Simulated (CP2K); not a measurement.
The O K edge of Zundel cation was computed by TDDFT (CP2K XAS_TDP, aug-cc-pVTZ, TDA) at these levels: PBE0, PBEh(45%) and PBEh(45%) + GW2X. The first three lines of O1 (bonded to 2 H) with a strength over 0.0015, energy in eV and strength:

| run | first | second | third |
| --- | --- | --- | --- |
| 1 | 523.34 (0.005) | 524.72 (0.008) | 525.11 (0.030) |
| 2 | 536.73 (0.011) | 538.09 (0.042) | 538.99 (0.013) |
| 3 | 531.75 (0.011) | 533.12 (0.042) | 534.02 (0.013) |

**Question.** Which run is which?

Run 1: PBE0 (25 % exact exchange). Run 2: PBEh(45%) + GW2X (45 % exact exchange). Run 3: PBEh(45%) (45 % exact exchange). Self-interaction lifts the core level, so the uncorrected lines rise with the share of exact exchange. The GW2X run keeps the spacings of its parent: 1.36 eV between the first two lines in run 2, 1.37 eV in run 3. Its shift is +4.98 eV, since the Kohn–Sham level at this share of exchange lies that far above the quasiparticle level.

[Hosts, paths, dates, database ids (printed as entryN), source tags and the programs' standing remarks are cut or masked in the printed files.]
